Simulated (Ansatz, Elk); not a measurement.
# Bonding as seen by X-rays: KLiBrF

Structure refinements treat a crystal as free atoms side by side. For a made-up structure of KLiBrF (cell and positions from a PBE relaxation) the runs below show what the calculated density changes in F(hkl).

Method: DFT, PBE, all-electron APW+lo, Dirac cores, scalar-relativistic bands, static density, no spin, in Elk 11.2.3 (patched build).

The structure was built from a prototype and need not be the compound's stable phase.

## (1) Starting point

Symmetry: P4/nmm, No. 129, tetragonal system. The conventional cell has a = 4.305 Å, b = 4.305 Å, c = 9.410 Å, α = 90.00°, β = 90.00°, γ = 90.00°. Nearest to Br lie 1 Li at 2.68 Å and 5 K at 3.07 to 3.51 Å. K has 5 Br at 3.07 to 3.51 Å and 1 Li at 3.21 Å and 4 F at 3.50 Å nearest. Nearest to F lie 4 Li at 2.20 Å. Nearest to Li lie 4 F at 2.20 Å and 1 Br at 2.68 Å. Farther neighbours and most contacts between anions are not listed.

## (2) Ground state and structure factors

An all-electron density is needed, since X-rays see the cores too. Task 0 finds the density and task 195 Fourier-transforms it; tshift is off so that phases refer to the origin typed.

elk.in reads:

```
tasks
  0
  195

xctype
  20

spinpol
  .false.

rgkmax
  7.0

gmaxvr
  14.0

lmaxo
  7

lmaxapw
  8

swidth
  0.002

tshift
  .false.

ramdisk
  .false.

hmaxvr
  5.5

maxscl
  120

epspot
  1e-06

sppath
  './'

avec
  8.13444653290 0.00000000000 0.00000000000
  -0.00000000000 8.13444653290 0.00000000000
  0.00000000000 0.00000000000 17.78188722554

atoms
  4
  'Br.in'
  2
  0.5000000000 -0.0000000000 0.3330406580   0.000000 0.000000 0.000000
  -0.0000000000 0.5000000000 0.6669593420   0.000000 0.000000 0.000000
  'K.in'
  2
  0.5000000000 0.0000000000 0.7062411183   0.000000 0.000000 0.000000
  -0.0000000000 0.5000000000 0.2937588817   0.000000 0.000000 0.000000
  'F.in'
  2
  0.5000000000 0.5000000000 -0.0000000000   0.000000 0.000000 0.000000
  0.0000000000 0.0000000000 -0.0000000000   0.000000 0.000000 0.000000
  'Li.in'
  2
  0.0000000000 0.5000000000 0.9522122793   0.000000 0.000000 0.000000
  0.5000000000 0.0000000000 0.0477877207   0.000000 0.000000 0.000000

ngridk
  5 5 3
```

The run is started by

```console
OMP_NUM_THREADS=4 elk
```

Numbers of over 12 decimals in the logs are rounded to 6 here.

Output:

```text
┌─────────────────────────┐
│ Elk code version 11.2.3 │
└─────────────────────────┘

All units are atomic (Hartree, Bohr, etc.)

┌─────────────────────────────────────────────────┐
│ Ground-state run starting from atomic densities │
└─────────────────────────────────────────────────┘

Lattice vectors :
   8.134446533       0.000000000       0.000000000
  -0.000000000       8.134446533       0.000000000
   0.000000000       0.000000000       17.78188723

Reciprocal lattice vectors :
  0.7724170639       0.000000000      -0.000000000
   0.000000000      0.7724170639       0.000000000
   0.000000000      -0.000000000      0.3533474950

Unit cell volume      :    1176.613615
Brillouin zone volume :   0.2108170518

Muffin-tin inner radius fraction :   0.1000000000E-01

Nuclei treated as point charges

Species : 1 (Br)
 parameters loaded from : Br.in
 name : bromine
 nuclear charge    :   -35.00000000
 electronic charge :    35.00000000
 atomic mass :    145656.0816
 muffin-tin radius :    2.400000000
 number of radial points in muffin-tin :    993
 inner part over the whole radius :   0.9934012010E-02
 number on inner part of muffin-tin    :    703
 approximate nuclear radius :   0.7858070945E-04
 number of mesh points to nuclear radius :    344
 atomic positions (lattice), magnetic fields (Cartesian) :
  1 :   0.50000000  0.00000000  0.33304066    0.00000000  0.00000000  0.00000000
  2 :   0.00000000  0.50000000 -0.33304066    0.00000000  0.00000000  0.00000000

Species : 2 (K)
 parameters loaded from : K.in
 name : potassium
 nuclear charge    :   -19.00000000
 electronic charge :    19.00000000
 atomic mass :    71271.84090
 muffin-tin radius :    2.400000000
 number of radial points in muffin-tin :    993
 inner part over the whole radius :   0.9891652203E-02
 number on inner part of muffin-tin    :    697
 approximate nuclear radius :   0.6514746337E-04
 number of mesh points to nuclear radius :    319
 atomic positions (lattice), magnetic fields (Cartesian) :
  1 :   0.50000000  0.00000000 -0.29375888    0.00000000  0.00000000  0.00000000
  2 :   0.00000000  0.50000000  0.29375888    0.00000000  0.00000000  0.00000000

Species : 3 (F)
 parameters loaded from : F.in
 name : fluorine
 nuclear charge    :   -9.000000000
 electronic charge :    9.000000000
 atomic mass :    34631.97045
 muffin-tin radius :    2.000000000
 number of radial points in muffin-tin :    593
 inner part over the whole radius :   0.9949055222E-02
 number on inner part of muffin-tin    :    410
 approximate nuclear radius :   0.5278478738E-04
 number of mesh points to nuclear radius :    175
 atomic positions (lattice), magnetic fields (Cartesian) :
  1 :   0.50000000  0.50000000  0.00000000    0.00000000  0.00000000  0.00000000
  2 :   0.00000000  0.00000000  0.00000000    0.00000000  0.00000000  0.00000000

Species : 4 (Li)
 parameters loaded from : Li.in
 name : lithium
 nuclear charge    :   -3.000000000
 electronic charge :    3.000000000
 atomic mass :    12652.66898
 muffin-tin radius :    1.800000000
 number of radial points in muffin-tin :    593
 inner part over the whole radius :   0.9806707936E-02
 number on inner part of muffin-tin    :    401
 approximate nuclear radius :   0.4000070961E-04
 number of mesh points to nuclear radius :    148
 atomic positions (lattice), magnetic fields (Cartesian) :
  1 :   0.00000000  0.50000000 -0.04778772    0.00000000  0.00000000  0.00000000
  2 :   0.50000000  0.00000000  0.04778772    0.00000000  0.00000000  0.00000000

Total number of atoms per unit cell :    8
Total muffin-tin volume :    347.5020354
 ratio of muffin-tin to unit cell volume :   0.2953408247

Spin treatment :
 spin-unpolarised

Number of Bravais lattice symmetries :   16
Number of crystal symmetries         :   16
Crystal has no inversion symmetry
Complex Hermitian eigensolver will be used

k-point grid :      5     5     3
k-point offset :    0.000000000       0.000000000       0.000000000
[...]
at k-point 1

Charges :
 core                        :    60.00000000
 valence                     :    72.00000000
 interstitial                :    7.123085375
 muffin-tins (core leakage)
  species : 1 (Br)
[...]
species : 2 (K)
[...]
species : 3 (F)
[...]
species : 4 (Li)
   atom 1                    :    2.070924920     (   0.000000000    )
   atom 2                    :    2.070924920     (   0.000000000    )
 total in muffin-tins        :    124.8769146
 total calculated charge     :    131.9998921
 total charge                :    132.0000000
 error                       :   0.1079487023E-03

RMS change in Kohn-Sham potential (target) :    7.106825811     (  0.1000000000E-05)
Absolute change in total energy (target)   :    5.557911861     (  0.1000000000E-03)

[... loops 3 to 14 left out ...]

┌──────────────────┐
│ Loop number : 15 │
└──────────────────┘

Energies :
 Fermi                       :     0.30879140470592E-01
 sum of occupied eigenvalues :     -3835.0669547478
 electron kinetic            :      6772.6418032771
 core electron kinetic       :      6163.1511871658
 Coulomb                     :     -13129.243692527
 Coulomb potential           :     -10249.036364624
 nuclear-nuclear             :     -739.47859227307
 electron-nuclear            :     -14543.370278400
 Hartree                     :      2153.6051781464
 Madelung                    :     -8004.7255102151
 xc potential                :     -358.67239340092
 exchange                    :     -270.52497983863
 correlation                 :     -5.713953
 electron entropic           :    -0.46308821513259E-11
 total energy                :     -6632.8408224482

Density of states at Fermi energy :   0.5007875107E-07
 (states/Hartree/unit cell)

Estimated indirect band gap :   0.1732397665
 from k-point 7 to k-point 1
Estimated direct band gap   :   0.1734563841
 at k-point 1

Charges :
 core                        :    60.00000000
 valence                     :    72.00000000
 interstitial                :    7.458730219
 muffin-tins (core leakage)
  species : 1 (Br)
[...]
species : 2 (K)
[...]
species : 3 (F)
[...]
species : 4 (Li)
   atom 1                    :    2.089575338     (   0.000000000    )
   atom 2                    :    2.089575338     (   0.000000000    )
 total in muffin-tins        :    124.5412698
 total calculated charge     :    131.9999002
 total charge                :    132.0000000
 error                       :   0.9978425655E-04

RMS change in Kohn-Sham potential (target) :   0.4602118108E-06 (  0.1000000000E-05)
Absolute change in total energy (target)   :   0.2607756960E-04 (  0.1000000000E-03)

Convergence targets achieved

┌──────────────────┐
│ Loop number : 16 │
└──────────────────┘

Energies :
 Fermi                       :     0.30879153743389E-01
 sum of occupied eigenvalues :     -3835.0669537681
 electron kinetic            :      6772.6418072386
 core electron kinetic       :      6163.1511878620
 Coulomb                     :     -13129.243695754
 Coulomb potential           :     -10249.036366914
 nuclear-nuclear             :     -739.47859227307
 electron-nuclear            :     -14543.370282421
 Hartree                     :      2153.6051789404
 Madelung                    :     -8004.7255122971
 xc potential                :     -358.67239409298
 exchange                    :     -270.52498004621
 correlation                 :     -5.713953
 electron entropic           :    -0.46308821513259E-11
 total energy                :     -6632.8408219284

Density of states at Fermi energy :   0.5007875162E-07
 (states/Hartree/unit cell)

Estimated indirect band gap :   0.1732397159
 from k-point 7 to k-point 1
Estimated direct band gap   :   0.1734563337
 at k-point 1

Charges :
 core                        :    60.00000000
 valence                     :    72.00000000
 interstitial                :    7.458730242
 muffin-tins (core leakage)
  species : 1 (Br)
[...]
species : 2 (K)
[...]
atom 2                    :    17.62436114     ( -0.1014317252E-06)
  species : 3 (F)
   atom 1                    :    8.980046997     ( -0.2954231006E-06)
   atom 2                    :    8.980046997     ( -0.2954231006E-06)
  species : 4 (Li)
   atom 1                    :    2.089575331     (   0.000000000    )
   atom 2                    :    2.089575331     (   0.000000000    )
 total in muffin-tins        :    124.5412698
 total calculated charge     :    131.9999002
 total charge                :    132.0000000
 error                       :   0.9978424660E-04

┌──────────────────────────────┐
│ Self-consistent loop stopped │
└──────────────────────────────┘

Wrote STATE.OUT
```

The job ended after 51 s (4 threads of AMD EPYC 7B13 (Zen 3), shared host; peak memory 0.3 GiB; 2.2 min of CPU time).

SFACRHO.OUT:

```text

h k l indices transformed by vhmat matrix:
   1.000000000       0.000000000       0.000000000    
   0.000000000       1.000000000       0.000000000    
   0.000000000       0.000000000       1.000000000    

      h      k      l  multipl.   |H|            Re(F)            Im(F)           |F|

      0      0      0      1   0.0000000       132.00000      0.17820735E-15   132.00000    
      0      0      1      2  0.35334749      -21.093026     -0.42097672E-14   21.093026    
      0      0      2      2  0.70669499      -40.344503     -0.29978645E-13   40.344503    
      1      0      0      4  0.77241706     -0.43373359E-14  0.66935215E-14  0.79759459E-14
      1      0     -1      4  0.84940130     -0.21431542E-13   24.995516       24.995516    
      1      0      1      4  0.84940130     -0.28575390E-13  -24.995516       24.995516    
      0     -1     -2      4   1.0469221     -0.24238054E-13   33.722497       33.722497    
      0     -1      2      4   1.0469221     -0.16073657E-13  -33.722497       33.722497    
      0      0     -3      2   1.0600425       99.397544      0.20155855E-13   99.397544    
      1     -1      0      4   1.0923627      -77.276682     -0.70635004E-15   77.276682    
      1      1     -1      8   1.1480900       48.287087      0.27427271E-14   48.287087    
     -1     -1     -2      8   1.3010281       62.954196     -0.88022406E-14   62.954196    
      0      1      3      4   1.3116090     -0.35464100E-13   21.245536       21.245536    
      0     -1     -3      4   1.3116090     -0.35591668E-13  -21.245536       21.245536    
      0      0      4      2   1.4133900     -0.63449857E-01  0.33167863E-13  0.63449857E-01
     -1      1      3      8   1.5221519      -61.315144     -0.96952215E-14   61.315144    
      2      0      0      4   1.5448341       94.091851     -0.11574662E-13   94.091851    
      0      2      1      4   1.5847293      -17.379253     -0.13394714E-14   17.379253
```

Elk indexes on the primitive cell of elk.in and gives |H| = 4π sin θ/λ in inverse bohr. Below, one row stands for each form hkl of the conventional cell (m members, Friedel mates merged), F is for one primitive cell and the density is static (no thermal factor). Free-atom factors are Waasmaier and Kirfel's, and R is Σm||F|−|F'||/Σm|F|.

```
hkl  m  sin θ/λ (Å⁻¹)  abs F, DFT  neutral atoms   diff.  abs of complex diff.    ions   diff.
001  2          0.053      21.093         21.238  -0.145                 0.145  21.273  -0.180
002  2          0.106      40.344         40.583  -0.238                 0.238  39.999  +0.345
100  4          0.116       0.000          0.000  +0.000                 0.000   0.000  +0.000
101  8          0.128      24.995         24.614  +0.381                 0.381  24.796  +0.199
102  8          0.157      33.722         33.574  +0.148                 0.148  33.627  +0.096
003  2          0.159      99.397         98.376  +1.022                 1.022  99.240  +0.158
110  4          0.164      77.277         77.482  -0.206                 0.206  76.910  +0.366
111  8          0.173      48.287         47.703  +0.584                 0.584  48.357  -0.070
112  8          0.196      62.954         62.421  +0.533                 0.533  62.873  +0.082
103  8          0.197      21.245         21.179  +0.067                 0.067  21.258  -0.012
004  2          0.212       0.063          0.510  -0.446                 0.446   0.068  -0.005
113  8          0.229      61.315         61.564  -0.249                 0.249  61.250  +0.065
200  4          0.232      94.092         93.892  +0.200                 0.200  94.119  -0.028
201  8          0.238      17.379         17.623  -0.244                 0.244  17.310  +0.070
```

The ions are K+, Li+, Br− and F−, by formal charge.

## (3) The highest occupied states alone

An energy window below the Fermi level keeps the highest occupied states, to see at which angles they scatter; shallow core shells can lie inside it and anion s states outside. No new self-consistency is needed.

elk.in: that of step 2 with these lines changed.

```diff
@@ -1,3 +1,2 @@
 tasks
-  0
   195
@@ -40,2 +39,5 @@
 
+wsfac
+  -0.410110 0.330880
+
 sppath
```

The run is started by

```console
OMP_NUM_THREADS=4 elk
```

Output:

```text
┌─────────────────────────────────┐
│ Elk code version 11.2.3 started │
└─────────────────────────────────┘

Info(readinput): the functional depends on the density's gradient
 muffin-tin radial points multiplied by    2.00000
 (not where nrmtscf is given)

┌────────────────────┐
│ Current task : 195 │
└────────────────────┘

Info(sfacrho): density structure factors written to SFACRHO.OUT

 Energy window :  -0.4101100000      0.3308800000

┌──────────────────┐
│ Elk code stopped │
└──────────────────┘
```

The job ended after 17 s (4 threads; peak memory 0.21 GiB; 19 s of CPU time).

States within 12 eV below the Fermi level hold 24.64 electrons; any levels below the window count with the cores, and a count that is not whole means the window cuts a band. Their amplitudes can exceed the total, where window and core parts have opposite phase:

```
hkl  sin θ/λ (Å⁻¹)  abs F, window  abs F, all
001          0.053          6.155      21.093
002          0.106          5.708      40.344
100          0.116          0.000       0.000
101          0.128          4.812      24.995
102          0.157          3.402      33.722
003          0.159         12.984      99.397
110          0.164          3.734      77.277
111          0.173          9.730      48.287
112          0.196          8.809      62.954
103          0.197          0.310      21.245
```

## (4) Another functional

The difference from free atoms is small, so it is set against the change that PBEsol makes.

elk.in: that of step 3 with these lines changed.

```diff
@@ -1,2 +1,3 @@
 tasks
+  0
   195
@@ -4,3 +5,3 @@
 xctype
-  20
+  22
 
@@ -39,5 +40,2 @@
 
-wsfac
-  -0.410110 0.330880
-
 sppath
```

The run is started by

```console
OMP_NUM_THREADS=4 elk
```

Output:

```text
┌─────────────────────────┐
│ Elk code version 11.2.3 │
└─────────────────────────┘

All units are atomic (Hartree, Bohr, etc.)

┌─────────────────────────────────────────────────┐
│ Ground-state run starting from atomic densities │
└─────────────────────────────────────────────────┘

Lattice vectors :
   8.134446533       0.000000000       0.000000000
  -0.000000000       8.134446533       0.000000000
   0.000000000       0.000000000       17.78188723

Reciprocal lattice vectors :
  0.7724170639       0.000000000      -0.000000000
[...]
species : 3 (F)
   atom 1                    :    8.968676183     ( -0.2954217777E-06)
   atom 2                    :    8.968676183     ( -0.2954217777E-06)
  species : 4 (Li)
   atom 1                    :    2.089302300     (   0.000000000    )
   atom 2                    :    2.089302300     (   0.000000000    )
 total in muffin-tins        :    124.4739165
 total calculated charge     :    131.9998996
 total charge                :    132.0000000
 error                       :   0.1004235193E-03

┌──────────────────────────────┐
│ Self-consistent loop stopped │
└──────────────────────────────┘

Wrote STATE.OUT
[key lines of the parts left out:]
total energy                :     -6627.0992217036
```

Wall time 51 s (4 threads); peak memory 0.3 GiB; 2.2 min of CPU time.

Against the first run R = 0.04 %; the largest change is -0.057 at 200.

## (5) A coarser k-mesh

About half the k-points along each axis test the sampling.

elk.in: that of step 4 with these lines changed.

```diff
@@ -5,3 +5,3 @@
 xctype
-  22
+  20
 
@@ -68,2 +68,2 @@
 ngridk
-  5 5 3
+  2 2 2
```

The run is started by

```console
OMP_NUM_THREADS=4 elk
```

Output:

```text
┌─────────────────────────┐
│ Elk code version 11.2.3 │
└─────────────────────────┘

All units are atomic (Hartree, Bohr, etc.)

┌─────────────────────────────────────────────────┐
│ Ground-state run starting from atomic densities │
└─────────────────────────────────────────────────┘

Lattice vectors :
   8.134446533       0.000000000       0.000000000
  -0.000000000       8.134446533       0.000000000
   0.000000000       0.000000000       17.78188723

Reciprocal lattice vectors :
  0.7724170639       0.000000000      -0.000000000
[...]
species : 3 (F)
   atom 1                    :    8.979922599     ( -0.2954230691E-06)
   atom 2                    :    8.979922599     ( -0.2954230691E-06)
  species : 4 (Li)
   atom 1                    :    2.089641834     (   0.000000000    )
   atom 2                    :    2.089641834     (   0.000000000    )
 total in muffin-tins        :    124.5584312
 total calculated charge     :    131.9998945
 total charge                :    132.0000000
 error                       :   0.1054723727E-03

┌──────────────────────────────┐
│ Self-consistent loop stopped │
└──────────────────────────────┘

Wrote STATE.OUT
[key lines of the parts left out:]
total energy                :     -6632.8360561436
```

It took 40 s on 4 threads; peak memory 0.29 GiB; 82 s of CPU time.

Against the first run R = 0.01 %; the largest change is +0.023 at 110.

## (6) Settings against the effect

```
          run  R against the first run (%)  R against neutral atoms, low angle (%)  wall time
PBE, rgkmax 7                         0.00                                    0.55       51 s
       PBEsol                         0.04                                    0.52       51 s
 k-mesh 2×2×2                         0.01                                    0.55       40 s
```

## (7) What came out

| Property | Result |
| --- | --- |
| R against neutral atoms, sin θ/λ < 0.3 Å⁻¹ | 0.55 % |
| R against neutral atoms, 0.3 to 0.64 Å⁻¹ | 0.21 % |
| R against ions, below 0.3 Å⁻¹ | 0.21 % |

What this shows: Independent neutral atoms miss the calculated amplitudes by R = 0.55 % below 0.3 Å⁻¹ and 0.21 % from there to 0.64 Å⁻¹; by shells, 1.18 % below 0.15 Å⁻¹ (3 forms), 0.51 % 0.15 to 0.3 (18 forms), 0.23 % 0.3 to 0.45 (36 forms), 0.21 % above 0.45 (84 forms). Bonding, aspherical density and the tables' own atoms all enter these figures, and the runs don't part them. The largest change of an amplitude is +1.02 electrons, at 003. Weak lines can change much in proportion: 004 goes from 0.51 to 0.06. Formal ions give R = 0.21 % at low angle, nearer than neutral atoms. The window's part falls from 24.6 electrons at the origin to at most 2.00 between 0.45 and 0.64 Å⁻¹, where compact states inside the window still scatter. Below 0.3 Å⁻¹ the changes that finished (PBEsol and k-mesh 2×2×2) move F by R = 0.05 % at most, against the 0.55 % that separates it from free atoms. The basis has no finished test. Part of the difference isn't bonding: the tables are fits to free atoms and ions calculated by other methods than this functional. Thermal motion, anomalous dispersion and extinction are left out.

[Logs are printed without paths, hosts, clocks, repeated set-up lines and the standing remarks that a program may print on its own settings, such as how far it seeks lower states.]

[Hosts, paths, dates, database ids (printed as entryN), source tags and the programs' standing remarks are cut or masked in the printed files.]
